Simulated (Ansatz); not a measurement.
**What TiSi (model cell, started as zinc blende) distorts into**

Which phase does TiSi (model cell, started as zinc blende) fall into along its unstable mode, and how much energy does it gain?

Calculated with Ansatz 0.2.0; DFT PBEsol, scalar-relativistic, plane waves, PAW.

The raw output is cut from this account; settings, times and results stay.

The structure was built from a prototype and need not be the compound's stable phase.

## 1. The system as given

Symmetry: F-43m, No. 216, cubic system. Conventional cell: a = 5.721 Å, b = 5.721 Å, c = 5.721 Å, α = 90.00°, β = 90.00°, γ = 90.00°. Nearest to Ti lie 4 Si at 2.48 Å. Si has 4 Ti at 2.48 Å nearest. Farther neighbours, and contacts between anions beyond the nearest, are not listed.

## 2. The dispersion

Stability and thermal properties need the whole zone. Linear response on a 4×4×4 q mesh gives force constants as far as a supercell of that size would.

Input file input.yaml:

```yaml
crystal:
  lattice:
    - [0.0, 2.8603676107, 2.8603676107]
    - [2.8603676107, 0.0, 2.8603676107]
    - [2.8603676107, 2.8603676107, 0.0]
  atoms:
    - { symbol: Ti, position: [0.0, 0.0, 0.0] }
    - { symbol: Si, position: [0.25, 0.25, 0.25] }
kpoints:
  mp_grid: { grid: [12, 12, 12] }
hamiltonian:
  xc: pbesol
scf:
  occupations: { method: gaussian, width: 0.1 }
output:
  eigenvalues: true
phonons:
  method: dfpt
  qmesh: [4, 4, 4]
  temperatures: { t_max: 1000, t_step: 50 }
  qpath:
    path:
      - [[0.0, 0.0, 0.0], [-0.5, -0.5, 0.0], [-0.375, -0.375, 0.25]]
      - [[-0.375, 0.0, 0.375], [0.0, 0.0, 0.0], [0.0, 0.0, 0.5], [-0.5, -0.25, 0.25], [-0.5, -0.5, 0.0]]
    npoints: 10
```

Started as:

```console
$ ansatz run input.yaml --threads 4 --pin off --max-ram 7168MiB --backend cpu --events-out ev --progress --plain --runs-dir out
```

The job ended after 3 min (4 threads of Arm Neoverse V2, shared host; peak memory 2.3 GiB).

Numbers from this step:

```
volume per atom                                         : 23.40 Å³
gap on the k-mesh                                       : 0.04239 eV
sum-rule residual before enforcement                    : 1.06e-5 eV/Å²
lowest frequency on the path                            : -105.7 cm⁻¹
point group                                             : -43m
highest frequency on path, mesh or solved points        : 363.6 cm⁻¹
highest optical mode at the zone centre (no LO-TO term) : 324.1 cm⁻¹
lowest optical zone-centre mode                         : 324.1 cm⁻¹
lowest mode on the q mesh (acoustic modes at Γ apart)   : -101.0 cm⁻¹
```

Frequencies (cm⁻¹) solved at each irreducible wavevector; negative means imaginary. Frequencies by wavevector, by row:

```tsv
q in reciprocal lattice units	star	mode 1	mode 2	mode 3	mode 4	mode 5	mode 6
0 0 0	1	0	0	0	324.1	324.1	324.1
0 0 0.25	8	-49	-49	100.2	331.4	331.4	358.4
0 0 -0.5	4	-60.7	-60.7	149.7	334.8	335.8	335.8
0 0.25 0.25	6	-69.1	-69.1	121.6	323.9	323.9	353.9
0 0.25 -0.5	24	-94.3	-75.8	188	316.8	321.4	324.6
0 0.25 -0.25	12	-86.9	-64.6	168.6	318.1	331	334.8
0 -0.5 -0.5	3	-89.8	-89.8	215.2	287.1	311	311
0.25 -0.5 -0.25	6	-101	-95.5	217	301.6	303.7	317.3
```

Interpolated from a 4×4×4 q mesh, with the LO-TO term (at Γ the limit along the path). Phonon branches along the path, in cm⁻¹:

```tsv
point	branch 1	branch 2	branch 3	branch 4	branch 5	branch 6
Γ	0	0	0	324	324	361
halfway	-69	-69	122	324	324	354
X	-90	-90	215	287	311	311
halfway	-96	-88	215	291	310	314
U	-105	-82	211	303	308	320
jump to K	-105	-82	211	303	308	320
halfway	-65	-56	127	326	332	351
Γ	0	0	0	324	324	361
halfway	-49	-49	100	331	331	358
L	-61	-61	150	335	336	336
halfway	-95	-73	188	316	324	329
W	-101	-96	217	302	304	317
halfway	-96	-93	216	294	308	315
X	-90	-90	215	287	311	311
```

Symmetry leaves 8 wavevectors to solve. The lowest mode among them, the acoustic zeros apart, lies at q = (0.25, -0.5, -0.25) and is imaginary, 101.0i cm⁻¹, so the energy falls along it. Between them the interpolated path dips to 106i cm⁻¹.

## 3. The mode frozen in, largest atomic shift 0 Å

The mode followed lies at q = (0.25, -0.5, -0.25) with frequency 95.5i cm⁻¹, one of the unstable modes though not the softest. At small amplitude the pattern taken leaves space group no. 121 by a symmetry search on the positions. The undistorted cell that holds it gives the zero of energy on the same k mesh.

System of this step: TiSi (model cell, started as zinc blende). It takes space group F-43m (No. 216, cubic). The conventional cell has a = 5.721 Å, b = 5.721 Å, c = 5.721 Å, α = 90.00°, β = 90.00°, γ = 90.00°. Nearest to Ti lie 4 Si at 2.48 Å. Nearest to Si lie 4 Ti at 2.48 Å. Farther neighbours, and contacts between anions beyond the nearest, are not listed.

Input file input.yaml:

```yaml
crystal:
  lattice:
    - [0.0, 0.0, -5.7207352214]
    - [5.7207352214, 0.0, 0.0]
    - [2.8603676107, -5.7207352214, -2.8603676107]
  atoms:
    - { symbol: Ti, position: [0.5, 0.5, 0.0] }
    - { symbol: Ti, position: [0.0, 0.0, 0.0] }
    - { symbol: Ti, position: [0.25, 0.75, 0.5] }
    - { symbol: Ti, position: [0.75, 0.25, 0.5] }
    - { symbol: Si, position: [0.625, 0.625, 0.25] }
    - { symbol: Si, position: [0.125, 0.125, 0.25] }
    - { symbol: Si, position: [0.375, 0.875, 0.75] }
    - { symbol: Si, position: [0.875, 0.375, 0.75] }
kpoints:
  mp_grid: { grid: [8, 8, 8] }
hamiltonian:
  xc: pbesol
scf:
  occupations: { method: gaussian, width: 0.1 }
output:
  forces: true
  stress: true
  eigenvalues: true
```

It took 6.4 s on 4 threads; peak memory 0.65 GiB; 25 s of CPU time.

Read from the output:

* pressure: 0.005260 GPa
* energy from the undistorted cell: 0 meV/atom

The run ends at a pressure of 0.01 GPa.

## 4. The mode frozen in, largest atomic shift 0.6 Å

The atoms are moved along the unstable eigenvector, the largest shift by 0.6 Å, with the cell fixed.

input.yaml, the sections that differ from step 3:

```yaml
crystal:
  lattice:
    - [0.0, 0.0, -5.7207352214]
    - [5.7207352214, 0.0, 0.0]
    - [2.8603676107, -5.7207352214, -2.8603676107]
  atoms:
    - { symbol: Ti, position: [0.5531047871, 0.4468952129, 0.0] }
    - { symbol: Ti, position: [-0.0531047871, 0.0531047871, 0.0] }
    - { symbol: Ti, position: [0.3031047871, 0.8031047871, 0.5] }
    - { symbol: Ti, position: [0.6968952129, 0.1968952129, 0.5] }
    - { symbol: Si, position: [0.625, 0.625, 0.25] }
    - { symbol: Si, position: [0.125, 0.125, 0.25] }
    - { symbol: Si, position: [0.322559188, 0.822559188, 0.8548816239] }
    - { symbol: Si, position: [0.927440812, 0.427440812, 0.6451183761] }
# kpoints, hamiltonian, scf, output: as in step 3
```

Run time: 7 s. Hardware: 4 threads; peak memory 0.65 GiB; 27 s of CPU time.

Read from the output:

```
pressure                         : -6.097 GPa
gap on the k-mesh                : 0 eV
energy from the undistorted cell : -70.07 meV/atom
```

The energy, extrapolated to zero smearing, is -70.07 meV/atom against the undistorted cell.

The run ends at a pressure of -6.10 GPa, with forces up to 0.48 eV/Å.

## 5. Energy along the mode, all amplitudes (two of the runs are shown above)

An imaginary frequency means negative curvature, so the energy should fall and then rise again as anharmonic terms take over.

This step gave:

| Property | Result |
| --- | --- |
| depth at the lowest point sampled | 70.07 meV/atom |
| largest atomic shift at that point | 0.6 Å |

Table of energy from the parent by largest atomic shift:

```tsv
largest atomic shift (Å)	energy from the parent (meV/atom)
0.000	0
0.040	-0.503
0.080	-2.03
0.140	-6.33
0.220	-15.8
0.320	-31.8
0.450	-53.1
0.600	-70.1
```

Displacement at unit largest shift by atom:

```tsv
atom	x (Å)	y (Å)	z (Å)	size
Ti1	-0.51	0.00	-0.51	0.72
Ti2	0.51	0.00	0.51	0.72
Ti3	0.51	0.00	-0.51	0.72
Ti4	-0.51	0.00	0.51	0.72
Si5	0.00	0.00	0.00	0.00
Si6	0.00	0.00	0.00	0.00
Si7	0.00	-1.00	0.00	1.00
Si8	0.00	1.00	0.00	1.00
```

The energy still falls at the last step, so the rise lies beyond the steps tried.

## 6. Relaxing from the distorted cell

Starting from the lowest point found, all atoms and the cell are let go, so that strain and other modes of the same symmetry can join in.

input.yaml, as its differences from that of step 4:

```diff
@@ -24 +24,6 @@
   eigenvalues: true
+relax:
+  adjacent_minimum: "off"
+  f_tol: 0.002
+  max_steps: 120
+  cell: { stress_tol: 0.03 }
```

Wall time 1.8 min (4 threads); peak memory 0.72 GiB.

The steps of the relaxation:

```tsv
step	energy less that of the first step (eV)	largest force component (eV/Å)	pressure (GPa)	volume (Å³)
1	0.0000	0.4736	-6.10	187.22
2	-1.0383	1.1757	-2.49	166.30
3	-1.8976	1.6892	-1.75	154.60
4	-2.7437	1.7637	-1.45	145.51
5	-3.4541	1.2360	-1.95	140.15
6	-3.8759	0.7137	-0.36	134.82
7	-4.0481	0.3037	-1.08	134.15
8	-4.0765	0.5588	3.64	128.53
9	-4.1541	0.2080	-0.10	131.79
10	-4.1591	0.0058	0.00	131.80
11	-4.1591	0.0021	0.00	131.76
12	-4.1591	0.0006	0.00	131.75
13*	-4.1554	0.0006	0.00	131.75
```

Relaxation steps marked * repeat the geometry before them on a plane-wave basis chosen anew for their cell, so energy and pressure can jump there.

Forces are held to the 8 operations that the program found; a distortion that breaks them can't arise in this run.

```tsv
cell as run	before	after	change
a (Å)	5.721	5.006	-12.5 %
b (Å)	5.721	5.006	-12.5 %
c (Å)	7.006	6.338	-9.5 %
α (°)	65.91	66.74	+1.3 %
β (°)	65.91	66.74	+1.3 %
volume (Å³/atom)	23.40	16.47	-29.6 %
```

The atoms that moved most (Å, as changes of fractional coordinates times the final cell):

```tsv
atom	dx	dy	dz	length
Si8	0.000	0.917	0.000	0.917
Si7	0.000	-0.917	0.000	0.917
Ti2	0.112	0.523	0.112	0.546
Ti4	-0.112	-0.523	0.112	0.546
Ti3	0.112	-0.523	-0.112	0.546
Ti1	-0.112	0.523	-0.112	0.546
```

Final coordinates:

```cif
data_structure
_symmetry_space_group_name_H-M 'P 1'
_symmetry_Int_Tables_number 1
_cell_length_a 5.0059
_cell_length_b 5.0059
_cell_length_c 6.3382
_cell_angle_alpha 66.741
_cell_angle_beta 66.741
_cell_angle_gamma 90.000
_cell_volume 131.75
loop_
_atom_site_label
_atom_site_type_symbol
_atom_site_fract_x
_atom_site_fract_y
_atom_site_fract_z
_atom_site_occupancy
Ti1 Ti 0.62518 0.47423 0.90059 1
Ti2 Ti 0.97423 0.12518 0.90059 1
Ti3 Ti 0.27577 0.77577 0.59941 1
Ti4 Ti 0.62482 0.12482 0.59941 1
Si5 Si 0.62500 0.62500 0.25000 1
Si6 Si 0.12500 0.12500 0.25000 1
Si7 Si 0.23532 0.73532 0.02936 1
Si8 Si 0.01468 0.51468 0.47064 1
```

This step gave:

```
pressure        : -0.001377 GPa
volume per atom : 16.47 Å³
```

The distorted start has space group I-42m; the relaxation ends in I-42m.

## 7. The new phase in its own primitive cell

The relaxed structure is symmetrised, reduced to its primitive cell and relaxed tightly, as its phonons need.

Input file input.yaml:

```yaml
crystal:
  lattice:
    - [-2.5029262184, 2.5029262184, 5.2577354473]
    - [2.5029262184, -2.5029262184, 5.2577354473]
    - [2.5029262184, 2.5029262184, -5.2577354473]
  atoms:
    - { symbol: Ti, position: [0.1507710477, 0.1507710477, 0.6509547119] }
    - { symbol: Ti, position: [0.4998163358, 0.4998163358, 0.3490452881] }
    - { symbol: Ti, position: [0.5001836642, 0.8492289523, 0.0] }
    - { symbol: Ti, position: [0.8492289523, 0.5001836642, 0.0] }
    - { symbol: Si, position: [0.5, 0.0, 0.5] }
    - { symbol: Si, position: [0.0, 0.5, 0.5] }
    - { symbol: Si, position: [0.8896779715, 0.8896779715, 0.0] }
    - { symbol: Si, position: [0.1103220285, 0.1103220285, 0.0] }
kpoints:
  mp_grid: { grid: [10, 10, 10] }
hamiltonian:
  xc: pbesol
scf:
  occupations: { method: gaussian, width: 0.1 }
output:
  forces: true
  stress: true
  eigenvalues: true
relax:
  adjacent_minimum: "off"
  f_tol: 0.001
  max_steps: 60
  cell: { stress_tol: 0.01 }
```

It took 58 s on 4 threads; peak memory 0.75 GiB; 3.8 min of CPU time.

Little changed from the start: no atom moved by 0.005 Å and no cell edge by 0.1 %.

Read from the output:

| Property | Result |
| --- | --- |
| pressure | 0.006444 GPa |
| volume per atom | 16.46 Å³ |

The largest force component left is 0.81 meV/Å and the pressure is 0.006 GPa, within the tolerances set. The cell now holds 16.46 Å³/atom.

## 8. Modes of the new phase, k-mesh 10×10×10

A relaxed structure may still be a saddle point, so its zone-centre modes are computed. No field response is asked, since the mesh shows no gap.

Input file input.yaml:

```yaml
crystal:
  lattice:
    - [-2.5022017913, 2.5022017913, 5.2593295335]
    - [2.5022017913, -2.5022017913, 5.2593295335]
    - [2.5022017913, 2.5022017913, -5.2593295335]
  atoms:
    - { symbol: Ti, position: [0.1507538156, 0.1507538156, 0.6509872927] }
    - { symbol: Ti, position: [0.4997665229, 0.4997665229, 0.3490127073] }
    - { symbol: Ti, position: [0.5002334771, 0.8492461844, 0.0] }
    - { symbol: Ti, position: [0.8492461844, 0.5002334771, 0.0] }
    - { symbol: Si, position: [0.5, 0.0, 0.5] }
    - { symbol: Si, position: [0.0, 0.5, 0.5] }
    - { symbol: Si, position: [0.889679139, 0.889679139, 0.0] }
    - { symbol: Si, position: [0.110320861, 0.110320861, 0.0] }
kpoints:
  mp_grid: { grid: [10, 10, 10] }
hamiltonian:
  xc: pbesol
scf:
  occupations: { method: gaussian, width: 0.1 }
output:
  eigenvalues: true
phonons:
  method: dfpt
```

Run time: 12 min. Hardware: 4 threads; peak memory 3.8 GiB.

Read from the output:

* sum-rule residual before enforcement: 4.98e-5 eV/Å²
* point group: -42m
* highest optical mode at the zone centre (no LO-TO term): 472.9 cm⁻¹
* lowest optical zone-centre mode: -120.2 cm⁻¹

Without the LO-TO term. Patterns of degenerate modes are one choice out of their space. Modes at Γ, with each element's share of the kinetic energy (negative means imaginary):

```tsv
mode	frequency (cm⁻¹)	symmetry	Ti %	Si %
1	-120.2	A2	79	21
2	-105.4	E	26	74
3	-105.4	E	26	74
4	0.0	acoustic	63	37
5	0.0	acoustic	63	37
6	0.0	acoustic	63	37
7	71.6	E	75	25
8	71.6	E	75	25
9	134.0	B1	100	0
10	149.5	E	41	59
11	149.5	E	41	59
12	174.2	A1	97	3
13	200.6	E	43	57
14	200.6	E	43	57
15	226.2	B2	23	77
16	274.1	B2	43	57
17	285.0	A2	21	79
18	294.8	E	24	76
19	294.8	E	24	76
20	357.9	A1	98	2
21	387.5	B2	71	29
22	425.8	E	29	71
23	425.8	E	29	71
24	472.9	A1	5	95
```

Displacements in mode 1 (-120.2 cm⁻¹), the largest set to 1:
```
Ti1 -0.74  0.74  0.00
Ti2  0.74 -0.74  0.00
Ti3 -0.74 -0.74  0.00
Ti4  0.74  0.74  0.00
Si5  0.00  0.00  1.00
Si6  0.00  0.00 -1.00
Si7  0.00  0.00  0.00
Si8  0.00  0.00  0.00
```

Displacements in mode 24 (472.9 cm⁻¹), the largest set to 1:
```
Ti1  0.04  0.04 -0.11
Ti2 -0.04 -0.04 -0.11
Ti3 -0.04  0.04  0.11
Ti4  0.04 -0.04  0.11
Si5  0.00  0.00  0.00
Si6  0.00  0.00  0.00
Si7  0.00  0.00 -1.00
Si8  0.00  0.00  1.00
```

Before it was imposed, the acoustic sum rule was missed by 5.0e-5 eV/Å². Small misses are needed for a sound result but don't prove that mesh and cutoff are converged. The lowest optical mode is imaginary, 120.2i cm⁻¹, so the energy falls along it.

## 9. The phases reached

The phases reached along the modes that were followed are set side by side.

Energies are those of the first relaxation, on the mesh of the frozen mode; space group, volume and gap are those of the last relaxation. Phases, by row:

```tsv
mode frozen in	space group	energy from parent (meV/atom)	volume (Å³/atom)	gap on mesh (eV)	lowest zone-centre optical mode (cm⁻¹)	largest shift (Å)
parent	F-43m	0	23.4	0.042	–	–
q = (0.25, -0.5, -0.25), 101i cm⁻¹	I-42m	-543.9	16.96	0	-167.7	1.569
q = (0.25, -0.5, -0.25), 96i cm⁻¹	I-42m	-589.5	16.46	0	-120.2	1.469
```

## 10. Results

| Quantity | Value |
| --- | --- |
| unstable mode of the parent | q = (0.25, -0.5, -0.25), 96i cm⁻¹ |
| depth at the lowest point sampled | 70.1 meV/atom |
| largest atomic shift at that point | 0.6 Å |
| space group reached | I-42m |
| energy gained over the parent (first relaxation, on the mesh of the frozen mode) | 590 meV/atom |
| volume per atom, phase reached | 16.5 Å³ |
| lowest optical zone-centre mode, phase reached | -120 cm⁻¹ |
| highest optical mode at the zone centre (no LO-TO term), phase reached | 473 cm⁻¹ |

In words: Along this mode the structure falls into I-42m, 590 meV/atom below the parent. At the parent's cell the well is 70.07 meV/atom deep on the steps tried, with its lowest point at a shift of 0.6 Å. That is the last step tried, so the steps alone don't bracket the bottom of the well. Relaxing atoms and cell changes the gain by +519.47 meV/atom against the lowest step (energies at zero smearing). Most of the total comes from this relaxation. The new phase still has an imaginary mode at the zone centre of its cell, so it is a saddle point on the way to a lower structure. Of the 2 patterns followed from this parent, this one reaches the lowest energy. Each path keeps the symmetry of its pattern, so a lower phase may lie along a pattern not tried. With no gap, or one that is small against the smearing, the frequencies hang on the k mesh and the smearing, most of all near Kohn anomalies. The program warns that the interpolation holds no quadrupole term, so branches close to Γ can be off in this crystal. The volume moved by more than a tenth on the k mesh of the start, so the energy gain is rough. A phonon run warned that its eigensolver left some bands unconverged in a pass. The starting cell was built on a prototype and not taken from a measurement, so the phase need not exist.

[Long decimals in the printed logs are rounded to 6 places.]

[Logs are printed without paths, hosts, clocks, repeated set-up lines and the standing remarks that a program may print on its own settings, such as how far it seeks lower states.]

[Hosts, paths, dates, database ids (printed as entryN), source tags and the programs' standing remarks are cut or masked in the printed files.]

[Where the starting crystal was built by hand or by swapping elements, it need not be the compound's stable phase.]
